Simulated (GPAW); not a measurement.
# Core-hole calculation of the Se K edge in CuSe2 (Pnnm)

How does the Se K edge of CuSe2 (Pnnm) move when the bonds are compressed or stretched?

Method: X-ray absorption from dipole matrix elements to empty bands, plane-wave PAW LDA, in GPAW 26.7.0.

This is a report of a sequence of runs, with most program output left out.

## 1. The starting structure

It takes space group Pnnm (No. 58, orthorhombic). The conventional cell has a = 5.025 Å, b = 6.194 Å, c = 3.745 Å, α = 90.00°, β = 90.00°, γ = 90.00°. Nearest to Se lie 1 Se at 2.33 Å and 3 Cu at 2.56 Å. Nearest to Cu lie 6 Se at 2.56 Å. Farther neighbours and most contacts between anions are not listed.

As a file:

```cif
data_structure
_symmetry_space_group_name_H-M 'P 1'
_symmetry_Int_Tables_number 1
_cell_length_a 5.0252
_cell_length_b 6.1941
_cell_length_c 3.7447
_cell_angle_alpha 90.000
_cell_angle_beta 90.000
_cell_angle_gamma 90.000
_cell_volume 116.56
loop_
_atom_site_label
_atom_site_type_symbol
_atom_site_fract_x
_atom_site_fract_y
_atom_site_fract_z
_atom_site_occupancy
Se1 Se 0.68350 0.11510 0.50000 1
Se2 Se 0.31650 0.88490 0.50000 1
Se3 Se 0.18350 0.38490 0.00000 1
Se4 Se 0.81650 0.61510 0.00000 1
Cu5 Cu 0.50000 0.50000 0.50000 1
Cu6 Cu 0.00000 0.00000 0.00000 1
```

## 2. Ground state of the crystal

A plain self-consistent run shows whether there is a gap, which decides the set-up of the core-hole run.

Contents of scf.py:

```python
import numpy as np
from ase import Atoms
from ase.parallel import parprint, paropen
from gpaw import GPAW, PW, FermiDirac, Mixer, MixerDif, setup_paths
from gpaw.test import gen
setup_paths.insert(0, '.')
gen('Se', name='nch1s', xcname='LDA', corehole=(1, 0, 0), write_xml=True)
from gpaw.mpi import world
world.barrier()

atoms = Atoms('Se4Cu2',
    cell=[[5.0252, 0, 0],
     [0, 6.1941, 0],
     [0, 0, 3.7447]],
    scaled_positions=[[0.6835, 0.1151, 0.5],
     [0.3165, 0.8849, 0.5],
     [0.1835, 0.3849, 0],
     [0.8165, 0.6151, 0],
     [0.5, 0.5, 0.5],
     [0, 0, 0]],
    pbc=True)
atoms.calc = calc = GPAW(legacy_gpaw=True, mode=PW(430, force_complex_dtype=True), xc='LDA', setups={0: 'nch1s'},
    kpts={'size': (5, 4, 7), 'gamma': True}, occupations=FermiDirac(0.05),
    charge=0, mixer=Mixer(0.1, 5, 50), maxiter=150,
    convergence={'density': 0.0001, 'eigenstates': 1e-6}, txt='scf.txt')
energy = atoms.get_potential_energy() + calc.get_reference_energy()
ef = calc.get_fermi_level()
out = dict(energy=energy, fermi=ef, forces=atoms.get_forces().tolist())
parprint(f'all-electron energy {energy:.4f} eV, Fermi level {ef:.4f} eV')
ev = np.array([[calc.get_eigenvalues(k, s) for k in range(len(calc.get_ibz_k_points()))] for s in range(calc.get_number_of_spins())])
out['homo'], out['lumo'], out['counts'] = ev[ev < ef].max(), ev[ev > ef].min(), sorted(set((ev < ef).sum((0, 2)).tolist()))
out['filled'] = (ev[:, 0] < ef).sum(1).tolist()
import json
with paropen('out.json', 'w') as f:
    json.dump(out, f)
```

On the command line:

```sh
> OMP_NUM_THREADS=1 mpirun -n 4 gpaw python scf.py
```

Run time: 12 s. Hardware: 4 MPI ranks of Arm Neoverse V2, shared host; peak memory 0.21 GiB.

The mesh shows no gap, so the system is treated as a metal and the core electron is put at the Fermi level (neutral cell).

## 3. Reference energy of the supercell

The photon energy needs a difference of total energies, so the cell and mesh of the coming hole run are first run without a hole.

scf.py: that of step 2 with these lines changed.

```diff
@@ -10,15 +10,21 @@
 
-atoms = Atoms('Se4Cu2',
-    cell=[[5.0252, 0, 0],
-     [0, 6.1941, 0],
-     [0, 0, 3.7447]],
-    scaled_positions=[[0.6835, 0.1151, 0.5],
-     [0.3165, 0.8849, 0.5],
-     [0.1835, 0.3849, 0],
-     [0.8165, 0.6151, 0],
-     [0.5, 0.5, 0.5],
-     [0, 0, 0]],
+atoms = Atoms('Se8Cu4',
+    cell=[[-5.0252, 0, -3.7447],
+     [5.0252, 0, -3.7447],
+     [0, -6.1941, -3.7447]],
+    scaled_positions=[[0.4658, 0.1493, 0.8849],
+     [0.9658, 0.6493, 0.8849],
+     [0.0342, 0.3507, 0.1151],
+     [0.5342, 0.8507, 0.1151],
+     [0.1007, 0.2842, 0.6151],
+     [0.6007, 0.7842, 0.6151],
+     [0.8993, 0.7158, 0.3849],
+     [0.3993, 0.2158, 0.3849],
+     [0.75, 0.25, 0.5],
+     [0.25, 0.75, 0.5],
+     [0, 0, 0],
+     [0.5, 0.5, 0]],
     pbc=True)
 atoms.calc = calc = GPAW(legacy_gpaw=True, mode=PW(430, force_complex_dtype=True), xc='LDA', setups={0: 'nch1s'},
-    kpts={'size': (5, 4, 7), 'gamma': True}, occupations=FermiDirac(0.05),
+    kpts={'size': (3, 3, 3), 'gamma': True}, occupations=FermiDirac(0.1),
     charge=0, mixer=Mixer(0.1, 5, 50), maxiter=150,
```

The job ended after 22 s (4 MPI ranks; peak memory 0.26 GiB; 87 s of CPU time).

Reference energy: -707994.461 eV with the cores included.

## 4. Spectrum with XCH, Se atom 1

The holes are 6.3 Å apart. In GPAW the data set carries the hole's charge, so charge=0 means a charged cell and charge=-1 a neutral one. The excited electron is kept in the cell, where it fills the lowest empty states and screens the hole. After the field has converged, empty bands are computed with the density fixed and the dipole matrix elements are summed.

The absorber has 1 Se at 2.33 Å and 3 Cu at 2.56 Å (distorted tetrahedral, site symmetry m).

Contents of xas.py:

```python
import numpy as np
from ase import Atoms
from ase.parallel import parprint, paropen
from gpaw import GPAW, PW, FermiDirac, Mixer, MixerDif, setup_paths
from gpaw.test import gen
setup_paths.insert(0, '.')
gen('Se', name='fch1s', xcname='LDA', corehole=(1, 0, 1), write_xml=True)
from gpaw.mpi import world
world.barrier()

atoms = Atoms('Se8Cu4',
    cell=[[-5.0252, 0, -3.7447],
     [5.0252, 0, -3.7447],
     [0, -6.1941, -3.7447]],
    scaled_positions=[[0.4658, 0.1493, 0.8849],
     [0.9658, 0.6493, 0.8849],
     [0.0342, 0.3507, 0.1151],
     [0.5342, 0.8507, 0.1151],
     [0.1007, 0.2842, 0.6151],
     [0.6007, 0.7842, 0.6151],
     [0.8993, 0.7158, 0.3849],
     [0.3993, 0.2158, 0.3849],
     [0.75, 0.25, 0.5],
     [0.25, 0.75, 0.5],
     [0, 0, 0],
     [0.5, 0.5, 0]],
    pbc=True)
atoms.calc = calc = GPAW(legacy_gpaw=True, mode=PW(430, force_complex_dtype=True), xc='LDA', setups={0: 'fch1s'},
    kpts={'size': (3, 3, 3), 'gamma': True}, occupations=FermiDirac(0.1),
    charge=-1, mixer=Mixer(0.1, 5, 50), maxiter=150,
    convergence={'density': 0.0001, 'eigenstates': 1e-6}, txt='scf.txt')
energy = atoms.get_potential_energy() + calc.get_reference_energy()
ef = calc.get_fermi_level()
out = dict(energy=energy, fermi=ef, forces=atoms.get_forces().tolist())
parprint(f'all-electron energy {energy:.4f} eV, Fermi level {ef:.4f} eV')
ev = np.array([[calc.get_eigenvalues(k, s) for k in range(len(calc.get_ibz_k_points()))] for s in range(calc.get_number_of_spins())])
out['homo'], out['lumo'], out['counts'] = ev[ev < ef].max(), ev[ev > ef].min(), sorted(set((ev < ef).sum((0, 2)).tolist()))
out['filled'] = (ev[:, 0] < ef).sum(1).tolist()

from ase.units import Ha
from gpaw.xas import dipole_matrix_elements
nb = int(calc.get_number_of_electrons() / 2) + 141
top, nb = nb, nb + 8 + nb // 12
nscf = calc.fixed_density(kpts={'size': (3, 3, 3), 'gamma': True}, nbands=nb,
    convergence={'bands': top, 'eigenstates': 5e-3}, maxiter=60, txt='nscf.txt')
cell = atoms.cell.array
ops = [cell.T @ U.T @ np.linalg.inv(cell.T) for U in nscf.wfs.kd.symmetry.op_scc]
E = np.arange(-6, 34, 0.1)
fwhm = np.interp(E, [4, 25], [2.33, 3.5])
Y, X, zero, highest = 0, 0, 1e9, 1e9
for spin in range(nscf.get_number_of_spins()):
    wfs = nscf.wfs
    mine = wfs.bd.get_slice()  # this rank's bands
    A = dipole_matrix_elements(wfs.setups[0])
    eps = np.zeros((wfs.kd.nibzkpts, nb))
    d = np.zeros((3, A.shape[1], wfs.kd.nibzkpts, nb), complex)
    for kpt in wfs.kpt_u:
        if kpt.s == spin and 0 in kpt.P_ani:
            eps[kpt.k, mine] = kpt.eps_n * Ha
            d[:, :, kpt.k, mine] = (kpt.weight * wfs.nspins / 2) ** 0.5 * np.inner(A, kpt.P_ani[0])
    world.sum(eps)
    world.sum(d)
    T = np.einsum('amkn,bmkn->abkn', d, d.conj()).real
    T = sum(np.einsum('ai,ijkn,bj->abkn', R, T, R) for R in ops) / len(ops)
    empty = eps > ef
    zero, highest = min(zero, eps[empty].min()), min(highest, eps[:, top - 1].min())
    lines = [(eps, T, empty)] if spin == 0 else lines + [(eps, T, empty)]
for eps, T, empty in lines:
    f = np.einsum('aakn->akn', T).reshape(3, -1)
    x = eps.ravel() - zero
    w = np.interp(x, E, fwhm) / 2.35482
    g = np.exp(-0.5 * ((E[:, None] - x) / w) ** 2) / (w * (2 * np.pi) ** 0.5)
    Y = Y + (f * empty.ravel()) @ g.T
    X = X + (f * ~empty.ravel()) @ g.T
out.update(E=E.round(2).tolist(), xas=Y.tolist(), xes=X.tolist(), zero=zero, valid=highest - zero, nk=len(eps), nb=nb)
for i in range(0, len(E), 10):
    parprint(f'{E[i]:7.2f}', *(f'{v:10.3e}' for v in Y[:, i]))
import json
with paropen('out.json', 'w') as f:
    json.dump(out, f)
```

On the command line:

```sh
> OMP_NUM_THREADS=1 mpirun -n 4 gpaw python xas.py
```

The job ended after 94 s (4 MPI ranks; peak memory 0.4 GiB).

The Se K spectrum, Se atom 1, excited-electron core hole (neutral cell) (energy from the lowest empty level; intensity scaled to a mean of 1 over the first 20 eV; polarised curves are means over the symmetry-equivalent atoms):

| E (eV) | isotropic | ε ∥ x | ε ∥ y | ε ∥ z |
| --- | --- | --- | --- | --- |
| -2.00 | 0.05 | 0.08 | 0.05 | 0.03 |
| -1.25 | 0.26 | 0.42 | 0.25 | 0.11 |
| -0.50 | 0.79 | 1.31 | 0.78 | 0.29 |
| 0.25 | 1.46 | 2.45 | 1.47 | 0.46 |
| 1.00 | 1.67 | 2.80 | 1.72 | 0.48 |
| 1.75 | 1.24 | 2.00 | 1.30 | 0.42 |
| 2.50 | 0.76 | 1.07 | 0.78 | 0.44 |
| 3.25 | 0.64 | 0.68 | 0.64 | 0.61 |
| 4.00 | 0.75 | 0.66 | 0.78 | 0.81 |
| 4.75 | 0.81 | 0.68 | 0.88 | 0.86 |
| 5.50 | 0.83 | 0.73 | 0.89 | 0.86 |
| 6.25 | 0.94 | 0.88 | 0.96 | 0.98 |
| 7.00 | 1.13 | 1.06 | 1.14 | 1.20 |
| 7.75 | 1.31 | 1.20 | 1.33 | 1.39 |
| 8.50 | 1.39 | 1.26 | 1.44 | 1.48 |
| 9.25 | 1.40 | 1.27 | 1.46 | 1.47 |
| 10.00 | 1.35 | 1.25 | 1.37 | 1.43 |
| 10.75 | 1.26 | 1.21 | 1.23 | 1.33 |
| 11.50 | 1.14 | 1.17 | 1.08 | 1.19 |
| 12.25 | 1.02 | 1.11 | 0.94 | 1.01 |
| 13.00 | 0.91 | 1.02 | 0.85 | 0.86 |
| 13.75 | 0.82 | 0.91 | 0.80 | 0.76 |
| 14.50 | 0.76 | 0.80 | 0.76 | 0.71 |
| 15.25 | 0.72 | 0.73 | 0.74 | 0.69 |
| 16.00 | 0.73 | 0.72 | 0.75 | 0.71 |
| 16.75 | 0.77 | 0.75 | 0.79 | 0.76 |
| 17.50 | 0.80 | 0.77 | 0.81 | 0.82 |
| 18.25 | 0.82 | 0.78 | 0.80 | 0.86 |
| 19.00 | 0.81 | 0.77 | 0.78 | 0.87 |
| 19.75 | 0.81 | 0.78 | 0.78 | 0.86 |
| 20.50 | 0.82 | 0.80 | 0.82 | 0.85 |
| 21.25 | 0.86 | 0.84 | 0.89 | 0.86 |
| 22.00 | 0.89 | 0.87 | 0.93 | 0.88 |
| 22.75 | 0.90 | 0.89 | 0.92 | 0.90 |
| 23.50 | 0.90 | 0.91 | 0.87 | 0.91 |
| 24.25 | 0.89 | 0.93 | 0.83 | 0.91 |
| 25.00 | 0.90 | 0.96 | 0.83 | 0.91 |
| 25.75 | 0.92 | 0.98 | 0.87 | 0.91 |
| 26.50 | 0.93 | 0.96 | 0.92 | 0.92 |
| 27.25 | 0.94 | 0.91 | 0.96 | 0.94 |
| 28.00 | 0.93 | 0.86 | 0.98 | 0.95 |
| 28.75 | 0.91 | 0.82 | 0.98 | 0.94 |
| 29.50 | 0.90 | 0.83 | 0.96 | 0.93 |
| 30.25 | 0.91 | 0.86 | 0.92 | 0.95 |
| 31.00 | 0.92 | 0.90 | 0.88 | 0.99 |
| 31.75 | 0.95 | 0.94 | 0.86 | 1.04 |

Main maxima below 30 eV (height): 0.8 eV (1.69), 9.0 eV (1.41) and 27.0 eV (0.94). A K edge sees empty p states on the absorber.

The energy difference (zero at 12671 eV) isn't read as a photon energy: for so heavy an absorber the terms left out (the hole's spin, the functional's error) amount to tens of eV or more.

## 5. Supercell without a hole, the energy reference

The cell changes for the next run, so it gets a reference energy of its own.

The cell differs from the one that the last finished run ended in (a 6.267 → 6.139 Å, b 6.267 → 6.139 Å, c 7.238 → 7.090 Å).

scf.py: that of step 3 with these lines changed.

```diff
@@ -11,5 +11,5 @@
 atoms = Atoms('Se8Cu4',
-    cell=[[-5.0252, 0, -3.7447],
-     [5.0252, 0, -3.7447],
-     [0, -6.1941, -3.7447]],
+    cell=[[-4.92261611, 0, -3.6682561],
+     [4.92261611, 0, -3.6682561],
+     [0, -6.06765432, -3.6682561]],
     scaled_positions=[[0.4658, 0.1493, 0.8849],
```

On the command line:

```sh
> OMP_NUM_THREADS=1 mpirun -n 4 gpaw python scf.py
```

The job ended after 24 s (4 MPI ranks; peak memory 0.26 GiB; 97 s of CPU time).

Reference energy: -707994.603 eV with the cores included.

## 6. Spectrum with XCH, Se atom 1

Shorter bonds are expected to push antibonding states and scattering resonances up, and longer ones down; the cell is scaled to test that.

Changed against the first core-hole run: volume scale from 1 to 0.94.

xas.py: that of step 4 with these lines changed.

```diff
@@ -11,5 +11,5 @@
 atoms = Atoms('Se8Cu4',
-    cell=[[-5.0252, 0, -3.7447],
-     [5.0252, 0, -3.7447],
-     [0, -6.1941, -3.7447]],
+    cell=[[-4.92261611, 0, -3.6682561],
+     [4.92261611, 0, -3.6682561],
+     [0, -6.06765432, -3.6682561]],
     scaled_positions=[[0.4658, 0.1493, 0.8849],
@@ -41,3 +41,3 @@
 from gpaw.xas import dipole_matrix_elements
-nb = int(calc.get_number_of_electrons() / 2) + 141
+nb = int(calc.get_number_of_electrons() / 2) + 133
 top, nb = nb, nb + 8 + nb // 12
```

On the command line:

```sh
> OMP_NUM_THREADS=1 mpirun -n 4 gpaw python xas.py
```

It took 82 s on 4 MPI ranks; peak memory 0.39 GiB.

| E (eV) | first run | this run |
| --- | --- | --- |
| -2.0 | 0.05 | 0.04 |
| -1.0 | 0.40 | 0.35 |
| 0.0 | 1.26 | 1.17 |
| 1.0 | 1.67 | 1.64 |
| 2.0 | 1.05 | 1.09 |
| 3.0 | 0.64 | 0.63 |
| 4.0 | 0.75 | 0.71 |
| 5.0 | 0.81 | 0.81 |
| 6.0 | 0.89 | 0.88 |
| 7.0 | 1.13 | 1.08 |
| 8.0 | 1.35 | 1.28 |
| 9.0 | 1.41 | 1.35 |
| 10.0 | 1.35 | 1.32 |
| 11.0 | 1.22 | 1.25 |
| 12.0 | 1.06 | 1.14 |
| 13.0 | 0.91 | 0.99 |
| 14.0 | 0.80 | 0.87 |
| 15.0 | 0.73 | 0.78 |
| 16.0 | 0.73 | 0.73 |
| 17.0 | 0.78 | 0.76 |
| 18.0 | 0.81 | 0.80 |
| 19.0 | 0.81 | 0.81 |
| 20.0 | 0.81 | 0.79 |
| 21.0 | 0.85 | 0.79 |
| 22.0 | 0.89 | 0.84 |
| 23.0 | 0.90 | 0.87 |
| 24.0 | 0.89 | 0.86 |
| 25.0 | 0.90 | 0.85 |
| 26.0 | 0.93 | 0.87 |
| 27.0 | 0.94 | 0.90 |
| 28.0 | 0.93 | 0.91 |
| 29.0 | 0.91 | 0.90 |
| 30.0 | 0.91 | 0.87 |
| 31.0 | 0.92 | 0.87 |

The scaled spectrum changes by 4 % r.m.s. The highest intensity below 24 eV goes from 0.8 eV (1.69) to 1.0 eV (1.64).

The photon energy of the zero moves by +0.15 eV.

## 7. Supercell without a hole, the energy reference

The cell differs from the one that the last finished run ended in (a 6.139 → 6.329 Å, b 6.139 → 6.329 Å, c 7.090 → 7.310 Å).

scf.py: that of step 5 with these lines changed.

```diff
@@ -11,5 +11,5 @@
 atoms = Atoms('Se8Cu4',
-    cell=[[-4.92261611, 0, -3.6682561],
-     [4.92261611, 0, -3.6682561],
-     [0, -6.06765432, -3.6682561]],
+    cell=[[-5.07495769, 0, -3.78177865],
+     [5.07495769, 0, -3.78177865],
+     [0, -6.25543171, -3.78177865]],
     scaled_positions=[[0.4658, 0.1493, 0.8849],
```

On the command line:

```sh
> OMP_NUM_THREADS=1 mpirun -n 4 gpaw python scf.py
```

Run time: 21 s. Hardware: 4 MPI ranks; peak memory 0.27 GiB.

Reference energy: -707994.230 eV with the cores included.

## 8. Spectrum with XCH, Se atom 1

Changed against the first core-hole run: volume scale from 1 to 1.03.

xas.py: that of step 6 with these lines changed.

```diff
@@ -11,5 +11,5 @@
 atoms = Atoms('Se8Cu4',
-    cell=[[-4.92261611, 0, -3.6682561],
-     [4.92261611, 0, -3.6682561],
-     [0, -6.06765432, -3.6682561]],
+    cell=[[-5.07495769, 0, -3.78177865],
+     [5.07495769, 0, -3.78177865],
+     [0, -6.25543171, -3.78177865]],
     scaled_positions=[[0.4658, 0.1493, 0.8849],
@@ -41,3 +41,3 @@
 from gpaw.xas import dipole_matrix_elements
-nb = int(calc.get_number_of_electrons() / 2) + 133
+nb = int(calc.get_number_of_electrons() / 2) + 145
 top, nb = nb, nb + 8 + nb // 12
```

On the command line:

```sh
> OMP_NUM_THREADS=1 mpirun -n 4 gpaw python xas.py
```

Run time: 89 s. Hardware: 4 MPI ranks; peak memory 0.41 GiB.

| E (eV) | first run | this run |
| --- | --- | --- |
| -2.0 | 0.05 | 0.05 |
| -1.0 | 0.40 | 0.42 |
| 0.0 | 1.26 | 1.30 |
| 1.0 | 1.67 | 1.68 |
| 2.0 | 1.05 | 1.04 |
| 3.0 | 0.64 | 0.65 |
| 4.0 | 0.75 | 0.77 |
| 5.0 | 0.81 | 0.81 |
| 6.0 | 0.89 | 0.89 |
| 7.0 | 1.13 | 1.16 |
| 8.0 | 1.35 | 1.38 |
| 9.0 | 1.41 | 1.43 |
| 10.0 | 1.35 | 1.35 |
| 11.0 | 1.22 | 1.19 |
| 12.0 | 1.06 | 1.02 |
| 13.0 | 0.91 | 0.87 |
| 14.0 | 0.80 | 0.77 |
| 15.0 | 0.73 | 0.72 |
| 16.0 | 0.73 | 0.74 |
| 17.0 | 0.78 | 0.79 |
| 18.0 | 0.81 | 0.82 |
| 19.0 | 0.81 | 0.81 |
| 20.0 | 0.81 | 0.83 |
| 21.0 | 0.85 | 0.88 |
| 22.0 | 0.89 | 0.92 |
| 23.0 | 0.90 | 0.92 |
| 24.0 | 0.89 | 0.91 |
| 25.0 | 0.90 | 0.93 |
| 26.0 | 0.93 | 0.95 |
| 27.0 | 0.94 | 0.95 |
| 28.0 | 0.93 | 0.93 |
| 29.0 | 0.91 | 0.92 |
| 30.0 | 0.91 | 0.93 |
| 31.0 | 0.92 | 0.95 |
| 32.0 | 0.95 | 0.99 |

Against the first run the r.m.s. difference is 2 %. The highest intensity below 24 eV stays at 0.8 eV.

The photon energy of the zero moves by -0.07 eV.

## 9. Supercell without a hole, the energy reference

The cell differs from the one that the last finished run ended in (a 6.329 → 6.390 Å, b 6.329 → 6.390 Å, c 7.310 → 7.380 Å).

scf.py: that of step 7 with these lines changed.

```diff
@@ -11,5 +11,5 @@
 atoms = Atoms('Se8Cu4',
-    cell=[[-5.07495769, 0, -3.78177865],
-     [5.07495769, 0, -3.78177865],
-     [0, -6.25543171, -3.78177865]],
+    cell=[[-5.12375836, 0, -3.81814414],
+     [5.12375836, 0, -3.81814414],
+     [0, -6.31558378, -3.81814414]],
     scaled_positions=[[0.4658, 0.1493, 0.8849],
```

On the command line:

```sh
> OMP_NUM_THREADS=1 mpirun -n 4 gpaw python scf.py
```

It took 19 s on 4 MPI ranks; peak memory 0.28 GiB; 74 s of CPU time.

Reference energy: -707993.922 eV with the cores included.

[end of part 1 of 2]

[Logs are printed without paths, hosts, clocks, repeated set-up lines and the standing remarks that a program may print on its own settings, such as how far it seeks lower states.]

[Hosts, paths, dates, database ids (printed as entryN), source tags and the programs' standing remarks are cut or masked in the printed files.]

[Lists of maxima count a maximum above −3 eV only where it reaches 4 % of the highest in the window and stands out from its surroundings by 2 % of it (1.5 % where it reaches 55 %); shoulders and weaker maxima are passed over, and of the rest the first, up to two pre-edge ones and the few strongest are named.]
